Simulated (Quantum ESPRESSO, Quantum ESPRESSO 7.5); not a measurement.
## Ni(111) under a row of overlayers

Wanted: work-function changes of Ni(111) along a row of adsorbates.

Method: plane-wave DFT, PBE, GBRV ultrasoft pseudopotentials, in Quantum ESPRESSO 7.5.

**Measured values to reproduce.**

For Ni (clean (111) face), “Anisotropic work function of elemental crystals” (2019, arxiv:1902.07811) quotes earlier work: work function (clean (111) face) 5.36 eV.

### Step 1. Set-up

The cell holds 5 atoms: 5 Ni. Its edges and angles: a = 2.489 Å, b = 2.489 Å, c = 24.129 Å, α = 90.0°, β = 90.0°, γ = 60.0°. It derives from Ni. Vacuum lies along c.

Structure file:

```cif
data_structure
_symmetry_space_group_name_H-M 'P 1'
_symmetry_Int_Tables_number 1
_cell_length_a 2.4890
_cell_length_b 2.4890
_cell_length_c 24.1291
_cell_angle_alpha 90.000
_cell_angle_beta 90.000
_cell_angle_gamma 60.000
_cell_volume 129.46
loop_
_atom_site_label
_atom_site_type_symbol
_atom_site_fract_x
_atom_site_fract_y
_atom_site_fract_z
_atom_site_occupancy
Ni1 Ni 0.66667 0.66667 0.33155 1
Ni2 Ni 0.00000 0.00000 0.41577 1
Ni3 Ni 0.33333 0.33333 0.50000 1
Ni4 Ni 0.66667 0.66667 0.58423 1
Ni5 Ni 0.00000 0.00000 0.66845 1
```

This is the clean slab. Each overlayer is one atom a surface cell, set on the top site and held there by symmetry.

### Step 2. Relaxation with pw.x, clean face, with nosym = False

A first try, with the settings that serve most slabs.

File clean.relax.try.in:

```
&control
  prefix = 'clean.relax'
  outdir = './out'
  pseudo_dir = './pseudo'
  nstep = 40
  forc_conv_thr = 0.001
  calculation = 'relax'
/
&system
  ibrav = 0
  nat = 5
  ntyp = 1
  ecutwfc = 40
  ecutrho = 200
  occupations = 'smearing'
  smearing = 'mv'
  degauss = 0.02
  nspin = 2
  starting_magnetization(1) = 0.12
/
&electrons
  conv_thr = 1e-07
  mixing_beta = 0.4
  electron_maxstep = 120
  mixing_mode = 'local-TF'
/
&ions
/
ATOMIC_SPECIES
  Ni  58.6934  ni_pbe_v1.4.uspp.F.UPF
CELL_PARAMETERS angstrom
  2.48901586977665 0.00000000000000 0.00000000000000
  1.24450793488832 2.15555097364920 0.00000000000000
  0.00000000000000 0.00000000000000 24.12909179018993
ATOMIC_POSITIONS crystal
  Ni  0.666666666700 0.666666666700 0.331549984125 0 0 0
  Ni  0.000000000000 0.000000000000 0.415774992063 0 0 0
  Ni  0.333333333300 0.333333333300 0.500000000000 0 0 0
  Ni  0.666666666700 0.666666666700 0.584225007937
  Ni  0.000000000000 0.000000000000 0.668450015875
K_POINTS automatic
  12 12 1 0 0 0
```

On the command line:

```bash
> OMP_NUM_THREADS=1 mpirun -n 8 pw.x -nk 8 -in clean.relax.try.in > clean.relax.try.out
```

Log:

```text
Program PWSCF v.7.5 starts
[citation notice left out]

     Parallel version (MPI & OpenMP), running on       8 processor cores
     Number of MPI processes:                 8
     Threads/MPI process:                     1

     MPI processes distributed on     1 nodes
[...]
Current dimensions of program PWSCF are:
     Max number of different atomic species (ntypx) = 10
     Max number of k-points (npk) =  40000
     Max angular momentum in pseudopotentials (lmaxx) =  4
     Message from routine setup:
     using ibrav=0 with symmetry is DISCOURAGED, use correct ibrav instead

     K-points division:     npool     =       8
     Subspace diagonalization in iterative solution of the eigenvalue problem:
     a serial algorithm will be used

     G-vector sticks info
     --------------------
     sticks:   dense  smooth     PW     G-vecs:    dense   smooth      PW
     Sum         313     253     85                41833    30003    5951

     Using Slab Decomposition

     bravais-lattice index     =            0
     lattice parameter (alat)  =       4.7036  a.u.
     unit-cell volume          =     873.6220 (a.u.)^3
     number of atoms/cell      =            5
     number of atomic types    =            1
     number of electrons       =        90.00
     number of Kohn-Sham states=           54
     kinetic-energy cutoff     =      40.0000  Ry
     charge density cutoff     =     200.0000  Ry
     scf convergence threshold =      1.0E-07
     mixing beta               =       0.4000
     number of iterations used =            8  local-TF  mixing
     energy convergence thresh.=      1.0E-04
     force convergence thresh. =      1.0E-03
     Exchange-correlation=  SLA  PW   PBX  PBC
                           (   1   4   3   4   0   0   0)
     nstep                     =           40

[...]
PseudoPot. # 1 for Ni read from file:
     ./pseudo/ni_pbe_v1.4.uspp.F.UPF
     Pseudo is Ultrasoft + core correction, Zval = 18.0
     Generated by new atomic code, or converted to UPF format
     Using radial grid of  865 points,  6 beta functions with:
                l(1) =   0
                l(2) =   0
                l(3) =   1
                l(4) =   1
                l(5) =   2
                l(6) =   2
     Q(r) pseudized with 10 coefficients,  rinner =    0.980   0.980   0.980
                                                       0.980   0.980

     atomic species   valence    mass     pseudopotential
     Ni               18.00    58.69340     Ni( 1.00)

     Starting magnetic structure
     atomic species   magnetization
     Ni              0.120

     12 Sym. Ops., with inversion, found ( 6 have fractional translation)

   Cartesian axes

[...]
atom   2 (R=0.412)  charge= 16.6965  magn=  0.7702
     atom   3 (R=0.412)  charge= 16.7015  magn=  0.7298
     atom   4 (R=0.412)  charge= 16.6965  magn=  0.7702
     atom   5 (R=0.412)  charge= 16.6222  magn=  0.7695

[...]
End of self-consistent calculation

 ------ SPIN UP ------------

          k = 0.0000 0.0000 0.0000 (  3775 PWs)   bands (ev):

   -99.2012 -99.1967 -99.1662 -98.9221 -98.9221 -59.6550 -59.5795 -59.5053
   -59.4876 -59.4876 -59.4849 -59.4849 -59.4389 -59.4389 -59.2755 -59.2755
   -59.2755 -59.2755 -59.1704 -59.1702  -4.1608  -3.2120  -1.8708  -0.6790
    -0.2992   1.9431   2.0012   2.1529   2.1529   2.1811   2.2084   2.2084
     2.2629   2.2629   2.4533   2.4533   2.4864   2.4864   2.5853   3.2378
     3.2378   3.2919   3.2919   3.5351   3.5351   3.8104   3.8104   3.9225
     3.9225   4.1442   4.7950   9.0870   9.4822  10.0641

[...]
the Fermi energy is     4.6535 ev

!    total energy              =   -1716.29297400 Ry
     estimated scf accuracy    <       0.00000002 Ry
     smearing contrib. (-TS)   =      -0.00021111 Ry
     internal energy E=F+TS    =   -1716.29276289 Ry

     The total energy is F=E-TS. E is the sum of the following terms:
     one-electron contribution =  -14798.15907504 Ry
     hartree contribution      =    7413.64994892 Ry
     xc contribution           =    -177.67615507 Ry
     ewald contribution        =    5845.89251830 Ry

     total magnetization       =     3.57 Bohr mag/cell
     absolute magnetization    =     4.14 Bohr mag/cell

     convergence has been achieved in  24 iterations

     negative rho (up, down):  2.541E-04 3.498E-04

     Forces acting on atoms (cartesian axes, Ry/au):

     atom    1 type  1   force =    -0.00000000   -0.00000000    0.00612420
     atom    2 type  1   force =     0.00000000    0.00000000   -0.00544391
     atom    3 type  1   force =    -0.00000000    0.00000000    0.00000000
     atom    4 type  1   force =     0.00000000    0.00000000    0.00544391
     atom    5 type  1   force =     0.00000000   -0.00000000   -0.00612420

     Total force =     0.008194     Total SCF correction =     0.001201
     SCF correction compared to forces is large: reduce conv_thr to get better values

     BFGS Geometry Optimization
     Energy error            =      6.8E-05 Ry
     Gradient error          =      6.1E-03 Ry/Bohr

     number of scf cycles    =   1
     number of bfgs steps    =   0

     energy             new  =   -1716.2929739982 Ry

     new trust radius        =       0.0061241980 bohr
     new conv_thr            =       0.0000001000 Ry

ATOMIC_POSITIONS (crystal)
Ni               0.6666666667        0.6666666667        0.3315499841    0   0   0
Ni               0.0000000000        0.0000000000        0.4157749921    0   0   0
Ni               0.3333333333        0.3333333333        0.5000000000    0   0   0
Ni               0.6666666667        0.6666666667        0.5843443988
Ni               0.0000000000       -0.0000000000        0.6683157056

 %%%%%%%%%%%%%%%%%%%%%%%%%%%%%%%%%%%%%%%%%%%%%%%%%%%%%%%%%%%%%%%%%%%%%%%%%%%%%%
     Error in routine checkallsym (1):
     some of the original symmetry operations not satisfied
 %%%%%%%%%%%%%%%%%%%%%%%%%%%%%%%%%%%%%%%%%%%%%%%%%%%%%%%%%%%%%%%%%%%%%%%%%%%%%%

     stopping ...
[the rest left out]
```

Wall time 70 s (8 MPI ranks of AMD EPYC 7R43, shared host); peak memory 0.98 GiB.

This try failed: “checkallsym (1): some of the original symmetry operations not satisfied”.

The message: “checkallsym (1): some of the original symmetry operations not satisfied”. The slab starts symmetric, and holding atoms on one side alone breaks that symmetry at the first step; without symmetry the check falls away, at the price of more k points.

### Step 3. Relaxation with pw.x, clean face

The run is repeated without symmetry.

The upper layers and the overlayer are relaxed in a plain periodic cell; the small field of the images is left in for this step. Atoms flagged 0 0 0 are held.

clean.relax.in is the input of step 2 with these lines changed:

```diff
@@ -17,2 +17,3 @@
   degauss = 0.02
+  nosym = .true.
   nspin = 2
```

On the command line:

```bash
> OMP_NUM_THREADS=1 mpirun -n 8 pw.x -nk 8 -in clean.relax.in > clean.relax.out
```

Log:

```text
[banner, memory and clock lines left out]
Program PWSCF v.7.5 starts
[citation notice left out]

[...]
bravais-lattice index     =            0
     lattice parameter (alat)  =       4.7036  a.u.
     unit-cell volume          =     873.6220 (a.u.)^3
     number of atoms/cell      =            5
     number of atomic types    =            1
     number of electrons       =        90.00
     number of Kohn-Sham states=           54
     kinetic-energy cutoff     =      40.0000  Ry
     charge density cutoff     =     200.0000  Ry
     scf convergence threshold =      1.0E-07
     mixing beta               =       0.4000
     number of iterations used =            8  local-TF  mixing
     energy convergence thresh.=      1.0E-04
     force convergence thresh. =      1.0E-03
     Exchange-correlation=  SLA  PW   PBX  PBC
                           (   1   4   3   4   0   0   0)
     nstep                     =           40

[...]
PseudoPot. # 1 for Ni read from file:
     ./pseudo/ni_pbe_v1.4.uspp.F.UPF
     Pseudo is Ultrasoft + core correction, Zval = 18.0
     Generated by new atomic code, or converted to UPF format
     Using radial grid of  865 points,  6 beta functions with:
                l(1) =   0
                l(2) =   0
                l(3) =   1
                l(4) =   1
                l(5) =   2
                l(6) =   2
     Q(r) pseudized with 10 coefficients,  rinner =    0.980   0.980   0.980
                                                       0.980   0.980

     atomic species   valence    mass     pseudopotential
     Ni               18.00    58.69340     Ni( 1.00)

     Starting magnetic structure
     atomic species   magnetization
     Ni              0.120

     No symmetry found

[...]
number of k points=    74  Marzari-Vanderbilt smearing, width (Ry)=  0.0200
[...]
Dense  grid:    41833 G-vectors     FFT dimensions: (  24,  24, 216)

     Smooth grid:    30003 G-vectors     FFT dimensions: (  20,  20, 192)

     Check: negative core charge=   -0.000016
     Generating pointlists ...
     new r_m :   0.4125 (alat units)  1.9402 (a.u.) for type    1

     Initial potential from superposition of free atoms

     starting charge      80.0000, renormalised to      90.0000

     negative rho (up, down):  1.251E-03 9.832E-04
     Starting wfcs are   65 randomized atomic wfcs

     per-process dynamical memory:   106.6 Mb

     Self-consistent Calculation

     iteration #  1     ecut=    40.00 Ry     beta= 0.40
     Davidson diagonalization with overlap
     ethr =  1.00E-02,  avg # of iterations =  9.6

     negative rho (up, down):  2.149E-01 2.115E-01

     total energy              =   -1662.83929527 Ry
     estimated scf accuracy    <    1466.23966300 Ry

     total magnetization       =     0.68 Bohr mag/cell
     absolute magnetization    =     0.79 Bohr mag/cell

     iteration #  2     ecut=    40.00 Ry     beta= 0.40
[...]
negative rho (up, down):  1.028E-01 1.010E-01

[...]
total energy              =   -1715.54255036 Ry
     estimated scf accuracy    <      16.79573159 Ry

     total magnetization       =     5.27 Bohr mag/cell
     absolute magnetization    =     5.69 Bohr mag/cell

     iteration #  3     ecut=    40.00 Ry     beta= 0.40
[...]
negative rho (up, down):  4.007E-02 3.914E-02

[...]
total energy              =   -1716.52279673 Ry
     estimated scf accuracy    <       2.46781171 Ry

     total magnetization       =     3.85 Bohr mag/cell
     absolute magnetization    =     4.51 Bohr mag/cell

     iteration #  4     ecut=    40.00 Ry     beta= 0.40
[...]
negative rho (up, down):  1.277E-02 1.234E-02

[...]
total energy              =   -1716.72133489 Ry
     estimated scf accuracy    <      13.10749919 Ry

     total magnetization       =     4.04 Bohr mag/cell
     absolute magnetization    =     4.61 Bohr mag/cell

     iteration #  5     ecut=    40.00 Ry     beta= 0.40
[...]
negative rho (up, down):  3.782E-03 3.619E-03

[...]
total energy              =   -1716.72964718 Ry
     estimated scf accuracy    <       3.40709501 Ry

     total magnetization       =     3.68 Bohr mag/cell
     absolute magnetization    =     4.26 Bohr mag/cell

     iteration #  6     ecut=    40.00 Ry     beta= 0.40
[...]
negative rho (up, down):  5.269E-05 5.118E-05

[...]
total energy              =   -1716.63210220 Ry
     estimated scf accuracy    <       2.00926642 Ry

     total magnetization       =     3.65 Bohr mag/cell
     absolute magnetization    =     4.22 Bohr mag/cell

[...]
iteration # 31     ecut=    40.00 Ry     beta= 0.40
[...]
negative rho (up, down):  2.510E-04 3.334E-04

[...]
total energy              =   -1716.29297302 Ry
     estimated scf accuracy    <       0.00000068 Ry

     total magnetization       =     3.57 Bohr mag/cell
     absolute magnetization    =     4.14 Bohr mag/cell

     iteration # 32     ecut=    40.00 Ry     beta= 0.40
[...]
negative rho (up, down):  2.524E-04 3.481E-04

[...]
total energy              =   -1716.29297391 Ry
     estimated scf accuracy    <       0.00000065 Ry

     total magnetization       =     3.57 Bohr mag/cell
     absolute magnetization    =     4.14 Bohr mag/cell

     iteration # 33     ecut=    40.00 Ry     beta= 0.40
[...]
negative rho (up, down):  2.544E-04 3.508E-04

[...]
total energy              =   -1716.29297384 Ry
     estimated scf accuracy    <       0.00000035 Ry

     total magnetization       =     3.57 Bohr mag/cell
     absolute magnetization    =     4.14 Bohr mag/cell

     iteration # 34     ecut=    40.00 Ry     beta= 0.40
[...]
negative rho (up, down):  2.541E-04 3.497E-04

     Magnetic moment per site  (integrated on atomic sphere of radius R)
     atom   1 (R=0.412)  charge= 16.6221  magn=  0.7695
     atom   2 (R=0.412)  charge= 16.6965  magn=  0.7701
     atom   3 (R=0.412)  charge= 16.7015  magn=  0.7298
     atom   4 (R=0.412)  charge= 16.6965  magn=  0.7701
     atom   5 (R=0.412)  charge= 16.6221  magn=  0.7695

[...]
End of self-consistent calculation

     Number of k-points >= 100: set verbosity='high' to print the bands.

     the Fermi energy is     4.6543 ev

!    total energy              =   -1716.29297400 Ry
     estimated scf accuracy    <       0.00000004 Ry
     smearing contrib. (-TS)   =      -0.00020970 Ry
     internal energy E=F+TS    =   -1716.29276430 Ry

     The total energy is F=E-TS. E is the sum of the following terms:
     one-electron contribution =  -14798.14558072 Ry
     hartree contribution      =    7413.63618214 Ry
     xc contribution           =    -177.67588402 Ry
     ewald contribution        =    5845.89251830 Ry

     total magnetization       =     3.57 Bohr mag/cell
     absolute magnetization    =     4.14 Bohr mag/cell

     convergence has been achieved in  34 iterations

     negative rho (up, down):  2.541E-04 3.497E-04

     Forces acting on atoms (cartesian axes, Ry/au):

     atom    1 type  1   force =    -0.00000020    0.00000000    0.00659371
     atom    2 type  1   force =    -0.00000012   -0.00000022   -0.00544185
     atom    3 type  1   force =     0.00000001    0.00000012   -0.00011097
     atom    4 type  1   force =     0.00000012   -0.00000018    0.00541027
     atom    5 type  1   force =     0.00000020    0.00000028   -0.00645117

     Total force =     0.008420     Total SCF correction =     0.000586

     BFGS Geometry Optimization
     Energy error            =      7.3E-05 Ry
     Gradient error          =      6.5E-03 Ry/Bohr

     number of scf cycles    =   1
     number of bfgs steps    =   0

     energy             new  =   -1716.2929739978 Ry

     new trust radius        =       0.0064511699 bohr
     new conv_thr            =       0.0000001000 Ry

ATOMIC_POSITIONS (crystal)
Ni               0.6666666667        0.6666666667        0.3315499841    0   0   0
Ni               0.0000000000        0.0000000000        0.4157749921    0   0   0
Ni               0.3333333333        0.3333333333        0.5000000000    0   0   0
Ni               0.6666667152        0.6666666214        0.5843436611
Ni               0.0000000083        0.0000000686        0.6683085347

[...]
NEW-OLD atomic charge density approx. for the potential

     Check: negative core charge=   -0.000016

     negative rho (up, down):  2.978E-04 2.932E-04
     Generating pointlists ...

     per-process dynamical memory:   128.4 Mb

[...]
!    total energy              =   -1716.29303829 Ry
[...]
Total force =     0.006554     Total SCF correction =     0.000141
[...]
number of bfgs steps    =   1
[...]
energy             new  =   -1716.2930382894 Ry
[...]
new trust radius        =       0.0070962869 bohr
[...]
!    total energy              =   -1716.29308606 Ry
[...]
Total force =     0.004737     Total SCF correction =     0.000084
[...]
number of bfgs steps    =   2
[...]
energy             new  =   -1716.2930860611 Ry
[...]
new trust radius        =       0.0106444303 bohr
[...]
!    total energy              =   -1716.29312714 Ry
[...]
Total force =     0.002480     Total SCF correction =     0.000186
[...]
number of bfgs steps    =   3
[...]
energy             new  =   -1716.2931271403 Ry
[...]
new trust radius        =       0.0103316261 bohr
[...]
!    total energy              =   -1716.29314041 Ry
[...]
Total force =     0.002172     Total SCF correction =     0.000043
[...]
number of bfgs steps    =   4
[...]
energy             new  =   -1716.2931404137 Ry
[...]
new trust radius        =       0.0027557270 bohr
[...]
!    total energy              =   -1716.29314511 Ry
[...]
Total force =     0.002075     Total SCF correction =     0.000102
[...]
number of bfgs steps    =   5
[...]
energy             new  =   -1716.2931451059 Ry
[...]
WARNING: bfgs curvature condition failed, Theta= 0.899
     new trust radius        =       0.0030312997 bohr
[...]
!    total energy              =   -1716.29315097 Ry
[...]
Total force =     0.001979     Total SCF correction =     0.000064
[...]
number of bfgs steps    =   6
[...]
energy             new  =   -1716.2931509693 Ry
[...]
new trust radius        =       0.0045469495 bohr
[...]
!    total energy              =   -1716.29315994 Ry
[...]
Total force =     0.001624     Total SCF correction =     0.000217
[...]
number of bfgs steps    =   7
[...]
energy             new  =   -1716.2931599448 Ry
[...]
new trust radius        =       0.0068204243 bohr
[...]
Self-consistent Calculation

     iteration #  1     ecut=    40.00 Ry     beta= 0.40
     Davidson diagonalization with overlap
     ethr =  1.00E-06,  avg # of iterations =  5.2

     negative rho (up, down):  2.197E-04 2.703E-04

     total energy              =   -1716.28099040 Ry
     estimated scf accuracy    <       0.36614740 Ry

     total magnetization       =     3.57 Bohr mag/cell
     absolute magnetization    =     4.14 Bohr mag/cell

[...]
iteration #  5     ecut=    40.00 Ry     beta= 0.40
[...]
```

Elapsed: 21 min, on 8 MPI ranks; peak memory 1.3 GiB; 2.9 h of CPU time.

The steps of the relaxation:

```
step  energy less that of the first step (eV)  largest force (eV/Å)
   1                                   0.0000                0.1659
   2                                  -0.0009                0.1429
   3                                  -0.0015                0.1086
   4                                  -0.0021                0.0637
   5                                  -0.0023                0.0515
   6                                  -0.0023                0.0506
   7                                  -0.0024                0.0490
   8                                  -0.0025                0.0403
   9                                  -0.0027                0.0292
  10                                  -0.0028                0.0080
```

The atoms that moved most (Å):

```csv
atom,dx,dy,dz,length
Ni5,0.000,0.000,-0.033,0.033
```

 On the free atoms the largest force ends at 0.008 eV/Å.

Read from the output:

```
free energy            : -23351.3583 eV
Fermi energy           : 4.656 eV
magnetization          : 3.57 μB
absolute magnetization : 4.14 μB
site moments           : 0.7712, 0.7719, 0.7299, 0.7714, 0.7717 μB
```

[end of part 1 of 17]

[Logs are printed without paths, hosts, clocks, repeated set-up lines and the standing remarks that a program may print on its own settings, such as how far it seeks lower states.]

[Hosts, paths, dates, database ids (printed as entryN), source tags and the programs' standing remarks are cut or masked in the printed files.]

[Maps of the electrostatic potential energy from Ansatz leave out the sawtooth potential of an applied field or a dipole correction, so their vacuum need not be flat; planar profiles and work functions include it.]
